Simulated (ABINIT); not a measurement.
# BaHI (P4/nmm): the screening step of ABINIT by different routes

Aim: time the screening step for BaHI (P4/nmm) over ranks and options.

Method: LDA and many-body steps on it, plane waves, in ABINIT 10.8.3.

## (1) Starting point

Symmetry: P4/nmm, No. 129, tetragonal system. Conventional cell: a = 4.828 Å, b = 4.828 Å, c = 7.867 Å, α = 90.00°, β = 90.00°, γ = 90.00°. Ba has 4 H at 2.84 Å and 6 I at 3.56 to 4.01 Å nearest. Nearest to H lie 4 Ba at 2.84 Å. Nearest to I lie 4 H at 3.49 Å and 6 Ba at 3.56 to 4.01 Å. Farther neighbours, and contacts between anions beyond the nearest, are not listed.

Structure file:

```cif
data_structure
_symmetry_space_group_name_H-M 'P4/nmm:1'
_symmetry_Int_Tables_number 129
_cell_length_a 4.8280
_cell_length_b 4.8280
_cell_length_c 7.8670
_cell_angle_alpha 90.000
_cell_angle_beta 90.000
_cell_angle_gamma 90.000
_cell_volume 183.38
loop_
_atom_site_label
_atom_site_type_symbol
_atom_site_symmetry_multiplicity
_atom_site_Wyckoff_symbol
_atom_site_fract_x
_atom_site_fract_y
_atom_site_fract_z
_atom_site_occupancy
Ba1 Ba 2 c 0.00000 0.50000 0.19000 1
H1 H 2 a 0.00000 0.00000 0.00000 1
I1 I 2 c 0.00000 0.50000 0.68000 1
```

The cell and positions come from the Crystallography Open Database and are kept as given unless a step says otherwise.

## (2) Base

This step: ABINIT 10.8.3; RPA screening on LDA, plane waves, norm-conserving pseudopotentials.

The RPA dielectric matrix is built and inverted for each q.

File run.abi:

```
acell 3*1.0 Angstrom
rprim 
  4.828000000000 0.000000000000 0.000000000000
  0.000000000000 4.828000000000 0.000000000000
  0.000000000000 0.000000000000 7.867000000000
ntypat 3
znucl 56 1 53
natom 6
typat 1 1 2 2 3 3
xred 
  0.000000000000 0.500000000000 0.190000000000
  0.500000000000 0.000000000000 0.810000000000
  0.000000000000 0.000000000000 0.000000000000
  0.500000000000 0.500000000000 0.000000000000
  0.000000000000 0.500000000000 0.680000000000
  0.500000000000 0.000000000000 0.320000000000
pp_dirpath "pseudos"
pseudos "Ba.upf, H.upf, I.upf"
ecut 31
ngkpt 2 2 1
nshiftk 1
shiftk 0 0 0
kptopt 1
chksymbreak 0
istwfk *1
occopt 1
irdwfk 1
optdriver 3
nband 156
ecuteps 4.5
inclvkb 2
awtr 1
symchi 1
indata_prefix "in"
outdata_prefix "out"
tmpdata_prefix "tmp"
```

On the command line:

```console
> OMP_NUM_THREADS=1 mpirun -n 56 abinit run.abi > log
```

Output:

```text
.Version 10.8.3 of ABINIT. v10.8.2 released Aug 2026.

 Symmetries : space group P4/n m m (#129); Bravais tP (primitive tetrag.)
[... echo of the input left out ...]
== DATASET  1 ==================================================================
-   mpi_nproc: 56, omp_nthreads: 1 (-1 if OMP is not activated)

--- !DatasetInfo
iteration_state: {dtset: 1, }
dimensions: {natom: 6, nkpt: 3, mband: 156, nsppol: 1, nspinor: 1, nspden: 1, mpw: 10257, }
cutoff_energies: {ecut:  31.0, pawecutdg:  -1.0, }
electrons: {nelect:   3.60000000E+01, charge:   0.00000000E+00, occopt:   1.00000000E+00, tsmear:   1.00000000E-02, }

 SCREENING: Calculation of the susceptibility and dielectric matrices

 Based on a program developped by R.W. Godby, V. Olevano, G. Onida, and L. Reining.
 Incorporated in ABINIT by V. Olevano, G.-M. Rignanese, and M. Torrent.
.Using double precision arithmetic ; gwpc =  8

[... cell and pseudopotentials left out ...]
--------------------------------------------------------------------------------

 ==== K-mesh for the wavefunctions ====
 Number of points in the irreducible wedge :     3
[... list of points left out ...]
 Together with 16 symmetry operations and time-reversal symmetry
 yields     4 points in the full Brillouin Zone.

 ==== Q-mesh for the screening function ====
 Number of points in the irreducible wedge :     3
[... list of points left out ...]
 Together with 16 symmetry operations and time-reversal symmetry
 yields     4 points in the full Brillouin Zone.

 setmesh: FFT mesh size selected  =    32x   32x   54
          total number of points  =        55296

 vcoul_init : cutoff-mode = AUXILIARY_FUNCTION
 q-points for optical limit:   1
     1)      0.000010    0.000020    0.000030

- screening: taking advantage of time-reversal symmetry
- Maximum band index for partially occupied states nbvw = 18
- Remaining bands to be divided among processors   nbcw = 138
- Number of bands treated by each node ~2

 Number of electrons calculated from density =   36.0000; Expected =   36.0000
 average of density, n =  0.029091
 r_s =    2.0170
 omega_plasma =   16.4527 [eV]

 calculating chi0 at frequencies [eV] :
  1    0.000000E+00    0.000000E+00
  2    0.000000E+00    1.645268E+01

--------------------------------------------------------------------------------
  q-point number  1        q = ( 0.000000, 0.000000, 0.000000) [r.l.u.]
--------------------------------------------------------------------------------
[... chi0 elements left out ...]
 For q-point:  0.000010 0.000020 0.000030
  dielectric constant =   5.0061
  dielectric constant without local fields =   5.8867

  Average fulfillment of the sum rule on Im[epsilon] for q-point    1 :     87.51  [%]
[... wings left out ...]
  q-point number  2        q = ( 0.500000, 0.000000, 0.000000) [r.l.u.]
--------------------------------------------------------------------------------
[... chi0 elements left out ...]
  Average fulfillment of the sum rule on Im[epsilon] for q-point    2 :     91.58  [%]

 [... 1 further q-points ...]
```

Elapsed: 13 s, on 56 MPI ranks of Arm Neoverse N1, host not shared; peak memory 10 GiB; 12 min of CPU time.

Read from the output:

```
ε∞ with local fields, on this mesh    : 5.006
ε∞ without local fields, on this mesh : 5.887
plasma frequency                      : 16.45 eV
plane waves in the screening matrix   : 563
```

Local fields lower ε∞ by 15 %. On a Γ-centred mesh this coarse the value itself is usually too large, while a short band sum pulls it down.

## (3) Ranks (16 × 1)

run.abi is that of step 2.

On the command line:

```console
> OMP_NUM_THREADS=1 mpirun -n 16 abinit run.abi > log
```

Output:

```text
.Version 10.8.3 of ABINIT. v10.8.2 released Aug 2026.

 Symmetries : space group P4/n m m (#129); Bravais tP (primitive tetrag.)
[... echo of the input left out ...]
== DATASET  1 ==================================================================
-   mpi_nproc: 16, omp_nthreads: 1 (-1 if OMP is not activated)

--- !DatasetInfo
iteration_state: {dtset: 1, }
dimensions: {natom: 6, nkpt: 3, mband: 156, nsppol: 1, nspinor: 1, nspden: 1, mpw: 10257, }
cutoff_energies: {ecut:  31.0, pawecutdg:  -1.0, }
[...]
--------------------------------------------------------------------------------
[... chi0 elements left out ...]
 For q-point:  0.000010 0.000020 0.000030
  dielectric constant =   5.0061
  dielectric constant without local fields =   5.8867

  Average fulfillment of the sum rule on Im[epsilon] for q-point    1 :     87.51  [%]
[... wings left out ...]
  q-point number  2        q = ( 0.500000, 0.000000, 0.000000) [r.l.u.]
--------------------------------------------------------------------------------
[... chi0 elements left out ...]
  Average fulfillment of the sum rule on Im[epsilon] for q-point    2 :     91.58  [%]

 [... 1 further q-points ...]
```

It took 16 s on 16 MPI ranks; peak memory 3.4 GiB; 4.1 min of CPU time.

Read from the output:

| Item | Value |
| --- | --- |
| ε∞ with local fields, on this mesh | 5.006 |
| ε∞ without local fields, on this mesh | 5.887 |
| plasma frequency | 16.45 eV |
| plane waves in the screening matrix | 563 |

## (4) Ranks (8 × 1)

run.abi is that of step 3.

On the command line:

```console
> OMP_NUM_THREADS=1 mpirun -n 8 abinit run.abi > log
```

Output:

```text
.Version 10.8.3 of ABINIT. v10.8.2 released Aug 2026.

 Symmetries : space group P4/n m m (#129); Bravais tP (primitive tetrag.)
[... echo of the input left out ...]
== DATASET  1 ==================================================================
-   mpi_nproc: 8, omp_nthreads: 1 (-1 if OMP is not activated)

--- !DatasetInfo
iteration_state: {dtset: 1, }
dimensions: {natom: 6, nkpt: 3, mband: 156, nsppol: 1, nspinor: 1, nspden: 1, mpw: 10257, }
cutoff_energies: {ecut:  31.0, pawecutdg:  -1.0, }
[...]
--------------------------------------------------------------------------------
[... chi0 elements left out ...]
 For q-point:  0.000010 0.000020 0.000030
  dielectric constant =   5.0061
  dielectric constant without local fields =   5.8867

  Average fulfillment of the sum rule on Im[epsilon] for q-point    1 :     87.51  [%]
[... wings left out ...]
  q-point number  2        q = ( 0.500000, 0.000000, 0.000000) [r.l.u.]
--------------------------------------------------------------------------------
[... chi0 elements left out ...]
  Average fulfillment of the sum rule on Im[epsilon] for q-point    2 :     91.58  [%]

 [... 1 further q-points ...]
```

It took 24 s on 8 MPI ranks; peak memory 2 GiB.

Read from the output:

```yaml
eps_infinity_with_local_fields_on_this_mesh: 5.006
eps_infinity_without_local_fields_on_this_mesh: 5.887
plasma_frequency: 16.45 eV
plane_waves_in_the_screening_matrix: 563
```

## (5) Ranks (4 × 1)

run.abi is that of step 4.

On the command line:

```console
> OMP_NUM_THREADS=1 mpirun -n 4 abinit run.abi > log
```

Output:

```text
.Version 10.8.3 of ABINIT. v10.8.2 released Aug 2026.

 Symmetries : space group P4/n m m (#129); Bravais tP (primitive tetrag.)
[... echo of the input left out ...]
== DATASET  1 ==================================================================
-   mpi_nproc: 4, omp_nthreads: 1 (-1 if OMP is not activated)

--- !DatasetInfo
iteration_state: {dtset: 1, }
dimensions: {natom: 6, nkpt: 3, mband: 156, nsppol: 1, nspinor: 1, nspden: 1, mpw: 10257, }
cutoff_energies: {ecut:  31.0, pawecutdg:  -1.0, }
[...]
--------------------------------------------------------------------------------
[... chi0 elements left out ...]
 For q-point:  0.000010 0.000020 0.000030
  dielectric constant =   5.0061
  dielectric constant without local fields =   5.8867

  Average fulfillment of the sum rule on Im[epsilon] for q-point    1 :     87.51  [%]
[... wings left out ...]
  q-point number  2        q = ( 0.500000, 0.000000, 0.000000) [r.l.u.]
--------------------------------------------------------------------------------
[... chi0 elements left out ...]
  Average fulfillment of the sum rule on Im[epsilon] for q-point    2 :     91.58  [%]

 [... 1 further q-points ...]
```

Run time: 40 s. Hardware: 4 MPI ranks; peak memory 1.2 GiB.

Read from the output:

| Item | Value |
| --- | --- |
| ε∞ with local fields, on this mesh | 5.006 |
| ε∞ without local fields, on this mesh | 5.887 |
| plasma frequency | 16.45 eV |
| plane waves in the screening matrix | 563 |

## (6) Ranks (2 × 1)

run.abi is that of step 5.

On the command line:

```console
> OMP_NUM_THREADS=1 mpirun -n 2 abinit run.abi > log
```

Output:

```text
.Version 10.8.3 of ABINIT. v10.8.2 released Aug 2026.

 Symmetries : space group P4/n m m (#129); Bravais tP (primitive tetrag.)
[... echo of the input left out ...]
== DATASET  1 ==================================================================
-   mpi_nproc: 2, omp_nthreads: 1 (-1 if OMP is not activated)

--- !DatasetInfo
iteration_state: {dtset: 1, }
dimensions: {natom: 6, nkpt: 3, mband: 156, nsppol: 1, nspinor: 1, nspden: 1, mpw: 10257, }
cutoff_energies: {ecut:  31.0, pawecutdg:  -1.0, }
[...]
--------------------------------------------------------------------------------
[... chi0 elements left out ...]
 For q-point:  0.000010 0.000020 0.000030
  dielectric constant =   5.0061
  dielectric constant without local fields =   5.8867

  Average fulfillment of the sum rule on Im[epsilon] for q-point    1 :     87.51  [%]
[... wings left out ...]
  q-point number  2        q = ( 0.500000, 0.000000, 0.000000) [r.l.u.]
--------------------------------------------------------------------------------
[... chi0 elements left out ...]
  Average fulfillment of the sum rule on Im[epsilon] for q-point    2 :     91.58  [%]

 [... 1 further q-points ...]
```

Wall time 74 s (2 MPI ranks); peak memory 0.83 GiB; 2.4 min of CPU time.

Read from the output:

```
ε∞ with local fields, on this mesh    : 5.006
ε∞ without local fields, on this mesh : 5.887
plasma frequency                      : 16.45 eV
plane waves in the screening matrix   : 563
```

## (7) Ranks (1 × 1)

run.abi is that of step 6.

On the command line:

```console
> OMP_NUM_THREADS=1 abinit run.abi > log
```

Output:

```text
.Version 10.8.3 of ABINIT. v10.8.2 released Aug 2026.

 Symmetries : space group P4/n m m (#129); Bravais tP (primitive tetrag.)
[... echo of the input left out ...]
== DATASET  1 ==================================================================
-   mpi_nproc: 1, omp_nthreads: 1 (-1 if OMP is not activated)

--- !DatasetInfo
iteration_state: {dtset: 1, }
dimensions: {natom: 6, nkpt: 3, mband: 156, nsppol: 1, nspinor: 1, nspden: 1, mpw: 10257, }
cutoff_energies: {ecut:  31.0, pawecutdg:  -1.0, }
[...]
--------------------------------------------------------------------------------
[... chi0 elements left out ...]
 For q-point:  0.000010 0.000020 0.000030
  dielectric constant =   5.0061
  dielectric constant without local fields =   5.8867

  Average fulfillment of the sum rule on Im[epsilon] for q-point    1 :     87.51  [%]
[... wings left out ...]
  q-point number  2        q = ( 0.500000, 0.000000, 0.000000) [r.l.u.]
--------------------------------------------------------------------------------
[... chi0 elements left out ...]
  Average fulfillment of the sum rule on Im[epsilon] for q-point    2 :     91.58  [%]

 [... 1 further q-points ...]
```

It took 2.4 min on 1 MPI rank; peak memory 0.61 GiB.

This step gave:

```
ε∞ with local fields, on this mesh    : 5.006
ε∞ without local fields, on this mesh : 5.887
plasma frequency                      : 16.45 eV
plane waves in the screening matrix   : 563
```

## (8) Threads in place of ranks (14 × 4)

run.abi is that of step 7.

On the command line:

```console
> OMP_NUM_THREADS=4 mpirun -n 14 abinit run.abi > log
```

Output:

```text
.Version 10.8.3 of ABINIT. v10.8.2 released Aug 2026.

 Symmetries : space group P4/n m m (#129); Bravais tP (primitive tetrag.)
[... echo of the input left out ...]
== DATASET  1 ==================================================================
-   mpi_nproc: 14, omp_nthreads: 4 (-1 if OMP is not activated)

--- !DatasetInfo
iteration_state: {dtset: 1, }
dimensions: {natom: 6, nkpt: 3, mband: 156, nsppol: 1, nspinor: 1, nspden: 1, mpw: 10257, }
cutoff_energies: {ecut:  31.0, pawecutdg:  -1.0, }
[...]
--------------------------------------------------------------------------------
[... chi0 elements left out ...]
 For q-point:  0.000010 0.000020 0.000030
  dielectric constant =   5.0061
  dielectric constant without local fields =   5.8867

  Average fulfillment of the sum rule on Im[epsilon] for q-point    1 :     87.51  [%]
[... wings left out ...]
  q-point number  2        q = ( 0.500000, 0.000000, 0.000000) [r.l.u.]
--------------------------------------------------------------------------------
[... chi0 elements left out ...]
  Average fulfillment of the sum rule on Im[epsilon] for q-point    2 :     91.58  [%]

 [... 1 further q-points ...]
```

The job ended after 16 s (14 MPI ranks; peak memory 3.2 GiB; 4.5 min of CPU time).

Numbers from this step:

| Property | Result |
| --- | --- |
| ε∞ with local fields, on this mesh | 5.006 |
| ε∞ without local fields, on this mesh | 5.887 |
| plasma frequency | 16.45 eV |
| plane waves in the screening matrix | 563 |

## (9) No symmetry

Changes to run.abi since step 8:

```diff
@@ -32,3 +32,3 @@
 awtr 1
-symchi 1
+symchi 0
 indata_prefix "in"
```

On the command line:

```console
> OMP_NUM_THREADS=1 mpirun -n 56 abinit run.abi > log
```

Output:

```text
.Version 10.8.3 of ABINIT. v10.8.2 released Aug 2026.

 Symmetries : space group P4/n m m (#129); Bravais tP (primitive tetrag.)
[... echo of the input left out ...]
== DATASET  1 ==================================================================
-   mpi_nproc: 56, omp_nthreads: 1 (-1 if OMP is not activated)

--- !DatasetInfo
iteration_state: {dtset: 1, }
dimensions: {natom: 6, nkpt: 3, mband: 156, nsppol: 1, nspinor: 1, nspden: 1, mpw: 10257, }
cutoff_energies: {ecut:  31.0, pawecutdg:  -1.0, }
[...]
--------------------------------------------------------------------------------
[... chi0 elements left out ...]
 For q-point:  0.000010 0.000020 0.000030
  dielectric constant =   5.0061
  dielectric constant without local fields =   5.8867

  Average fulfillment of the sum rule on Im[epsilon] for q-point    1 :     87.51  [%]
[... wings left out ...]
  q-point number  2        q = ( 0.500000, 0.000000, 0.000000) [r.l.u.]
--------------------------------------------------------------------------------
[... chi0 elements left out ...]
  Average fulfillment of the sum rule on Im[epsilon] for q-point    2 :     91.58  [%]

 [... 1 further q-points ...]
```

Wall time 14 s (56 MPI ranks); peak memory 16 GiB; 13 min of CPU time.

Read from the output:

* ε∞ with local fields, on this mesh: 5.006
* ε∞ without local fields, on this mesh: 5.887
* plasma frequency: 16.45 eV
* plane waves in the screening matrix: 563

## (10) No time reversal

Changes to run.abi since step 9:

```diff
@@ -31,4 +31,4 @@
 inclvkb 2
-awtr 1
-symchi 0
+awtr 0
+symchi 1
 indata_prefix "in"
```

Output:

```text
.Version 10.8.3 of ABINIT. v10.8.2 released Aug 2026.

 Symmetries : space group P4/n m m (#129); Bravais tP (primitive tetrag.)
[... echo of the input left out ...]
== DATASET  1 ==================================================================
-   mpi_nproc: 56, omp_nthreads: 1 (-1 if OMP is not activated)

--- !DatasetInfo
iteration_state: {dtset: 1, }
dimensions: {natom: 6, nkpt: 3, mband: 156, nsppol: 1, nspinor: 1, nspden: 1, mpw: 10257, }
cutoff_energies: {ecut:  31.0, pawecutdg:  -1.0, }
[...]
--------------------------------------------------------------------------------
[... chi0 elements left out ...]
 For q-point:  0.000010 0.000020 0.000030
  dielectric constant =   5.0061
  dielectric constant without local fields =   5.8867

  Average fulfillment of the sum rule on Im[epsilon] for q-point    1 :     87.51  [%]
[... wings left out ...]
  q-point number  2        q = ( 0.500000, 0.000000, 0.000000) [r.l.u.]
--------------------------------------------------------------------------------
[... chi0 elements left out ...]
  Average fulfillment of the sum rule on Im[epsilon] for q-point    2 :     91.58  [%]

 [... 1 further q-points ...]
```

Elapsed: 13 s, on 56 MPI ranks; peak memory 10 GiB; 12 min of CPU time.

Read from the output:

```
ε∞ with local fields, on this mesh    : 5.006
ε∞ without local fields, on this mesh : 5.887
plasma frequency                      : 16.45 eV
plane waves in the screening matrix   : 563
```

## (11) Work shared over k-points

Changes to run.abi since step 10:

```diff
@@ -31,4 +31,5 @@
 inclvkb 2
-awtr 0
+awtr 1
 symchi 1
+gwpara 1
 indata_prefix "in"
```

Output:

```text
.Version 10.8.3 of ABINIT. v10.8.2 released Aug 2026.

 Symmetries : space group P4/n m m (#129); Bravais tP (primitive tetrag.)
[... echo of the input left out ...]
== DATASET  1 ==================================================================
-   mpi_nproc: 56, omp_nthreads: 1 (-1 if OMP is not activated)

--- !DatasetInfo
iteration_state: {dtset: 1, }
dimensions: {natom: 6, nkpt: 3, mband: 156, nsppol: 1, nspinor: 1, nspden: 1, mpw: 10257, }
cutoff_energies: {ecut:  31.0, pawecutdg:  -1.0, }
[...]
--------------------------------------------------------------------------------
[... chi0 elements left out ...]
 For q-point:  0.000010 0.000020 0.000030
  dielectric constant =   5.0061
  dielectric constant without local fields =   5.8867

  Average fulfillment of the sum rule on Im[epsilon] for q-point    1 :     87.51  [%]
[... wings left out ...]
  q-point number  2        q = ( 0.500000, 0.000000, 0.000000) [r.l.u.]
--------------------------------------------------------------------------------
[... chi0 elements left out ...]
  Average fulfillment of the sum rule on Im[epsilon] for q-point    2 :     91.58  [%]

 [... 1 further q-points ...]
```

Wall time 14 s (56 MPI ranks); peak memory 21 GiB.

Numbers from this step:

```yaml
eps_infinity_with_local_fields_on_this_mesh: 5.006
eps_infinity_without_local_fields_on_this_mesh: 5.887
plasma_frequency: 16.45 eV
plane_waves_in_the_screening_matrix: 563
```

[end of part 1 of 2]

[Long decimals in the printed logs are rounded to 6 places.]

[Logs are printed without paths, hosts, clocks, repeated set-up lines and the standing remarks that a program may print on its own settings, such as how far it seeks lower states.]

[Paths, hosts, dates, memory and timing lines, banners, echoed tables and standing remarks are left out of the program output; an Ansatz launch command may be rebuilt from the run's recorded settings. Measured values are a selection of at most five: reports struck by readers or far from the other reports are left out. None is set beside runs whose start may be inverted or whose files or cutoffs have a known fault.]

[Runs of the session that timed out or met a known fault of the program may be left out.]

[Hosts, paths, dates, database ids (printed as entryN), source tags and the programs' standing remarks are cut or masked in the printed files.]

[G0W0 gaps are taken among the corrected bands and points alone; a level outside them can change the order at an edge.]

[Where Ansatz stands beside ABINIT at settings called matched, ABINIT's density can come from a denser mesh and the files from another edition; pairs whose starting gaps differed by over 0.03 eV were left out, so agreement reads better than it is.]
